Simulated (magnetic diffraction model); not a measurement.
## Moment size from magnetic intensity in NaYErIn3

Space group Pmm2 (no. 25), a = 3.7510 Å, b = 5.0090 Å, c = 8.7370 Å.

```
site  atom    x    y       z
  1a    Er    0    0  0.4990
  1d    In  1/2  1/2  0.6517
  1c    In  1/2    0  0.1861
  1c    In  1/2    0  0.8400
  1b     Y    0  1/2  0.0097
  1d    Na  1/2  1/2  0.3240
```

This is a made-up structure (elements placed in a structure type, unrelaxed), so the numbers test the method and describe no known phase.

Only Er is taken to order (form factors of Er3+); orders and moment sizes are assumed, and not adapted to the symmetry. Radiation: neutrons of λ = 2.41 Å, 1.5° to 55°; isotropic B of 0.16 Å² (Er), 0.17 Å² (In), 0.17 Å² (Y) and 0.27 Å² (Na). The intensities are simulated: I ∝ L Σ (|F_N|² + |F_M⊥|²) for unpolarised neutrons, with F_M = 2.695 fm/μB × Σ f(s) S exp(2πi Q·r) exp(−B s²) at Q = H ± k (one set where k and −k are equivalent), only the part normal to Q counting and L = 1/(sin²θ cos θ). For a modulated order the moment at position r is S exp(−2πi k·r) + c.c., with S = m/2 for a sine wave of amplitude m and S = m(u + iv)/2 for moments turning in a plane, u and v being orthogonal unit vectors in it; the phase factor of the sum at Q = H + k is then exp(2πi H·r). Form factors are spin-only for 3d ions and dipole or tabulated for f ions, scattering lengths are Sears's of 1992, and absorption is left out. A label names one of the reflections at its angle. The strongest nuclear line in the range is 100, and lines under 0.2 are left out.

In a first state the assumed order is k = (0 0 0.097), moments turning in the plane of [100] and [010], 6.6 μB on Er, with this pattern:

```tsv
2θ (°)	index	nuclear	magnetic
1.53	(0 0 0.097)	0.0	6716.3
14.31	(0 0 0.903)	0.0	76.5
15.86	(0 0 1)	0.3	0.0
17.40	(0 0 1.097)	0.0	51.5
27.88	(0 1 0.097)	0.0	19.8
30.43	(0 0 1.903)	0.0	16.5
31.43	(0 1 0.903)	0.0	18.7
32.02	(0 0 2)	5.8	0.0
32.20	(0 1 1)	12.4	0.0
33.02	(0 1 1.097)	0.0	17.9
33.62	(0 0 2.097)	0.0	13.4
37.51	(1 0 0.097)	0.0	10.7
40.31	(1 0 0.903)	0.0	10.4
41.60	(1 0 1.097)	0.0	10.2
41.71	(0 1 1.903)	0.0	13.2
42.94	(0 1 2)	1.0	0.0
```
(The table stops after 16 lines; 11 more lie at higher angle.)

**Question.** Nearer the ordering temperature the line at 1.53° has total intensity 1679.1 on the same scale, and all moments have shrunk alike. How large is the Er moment?

The nuclear part, 0.0, stays, so the magnetic part is 1679.1 against 6716.3. It goes as m², so m = 6.6 × √(1679.1/6716.3) = 3.30 μB; the value used was 3.3 μB.

[Logs are printed without paths, hosts, clocks, repeated set-up lines and the standing remarks that a program may print on its own settings, such as how far it seeks lower states.]
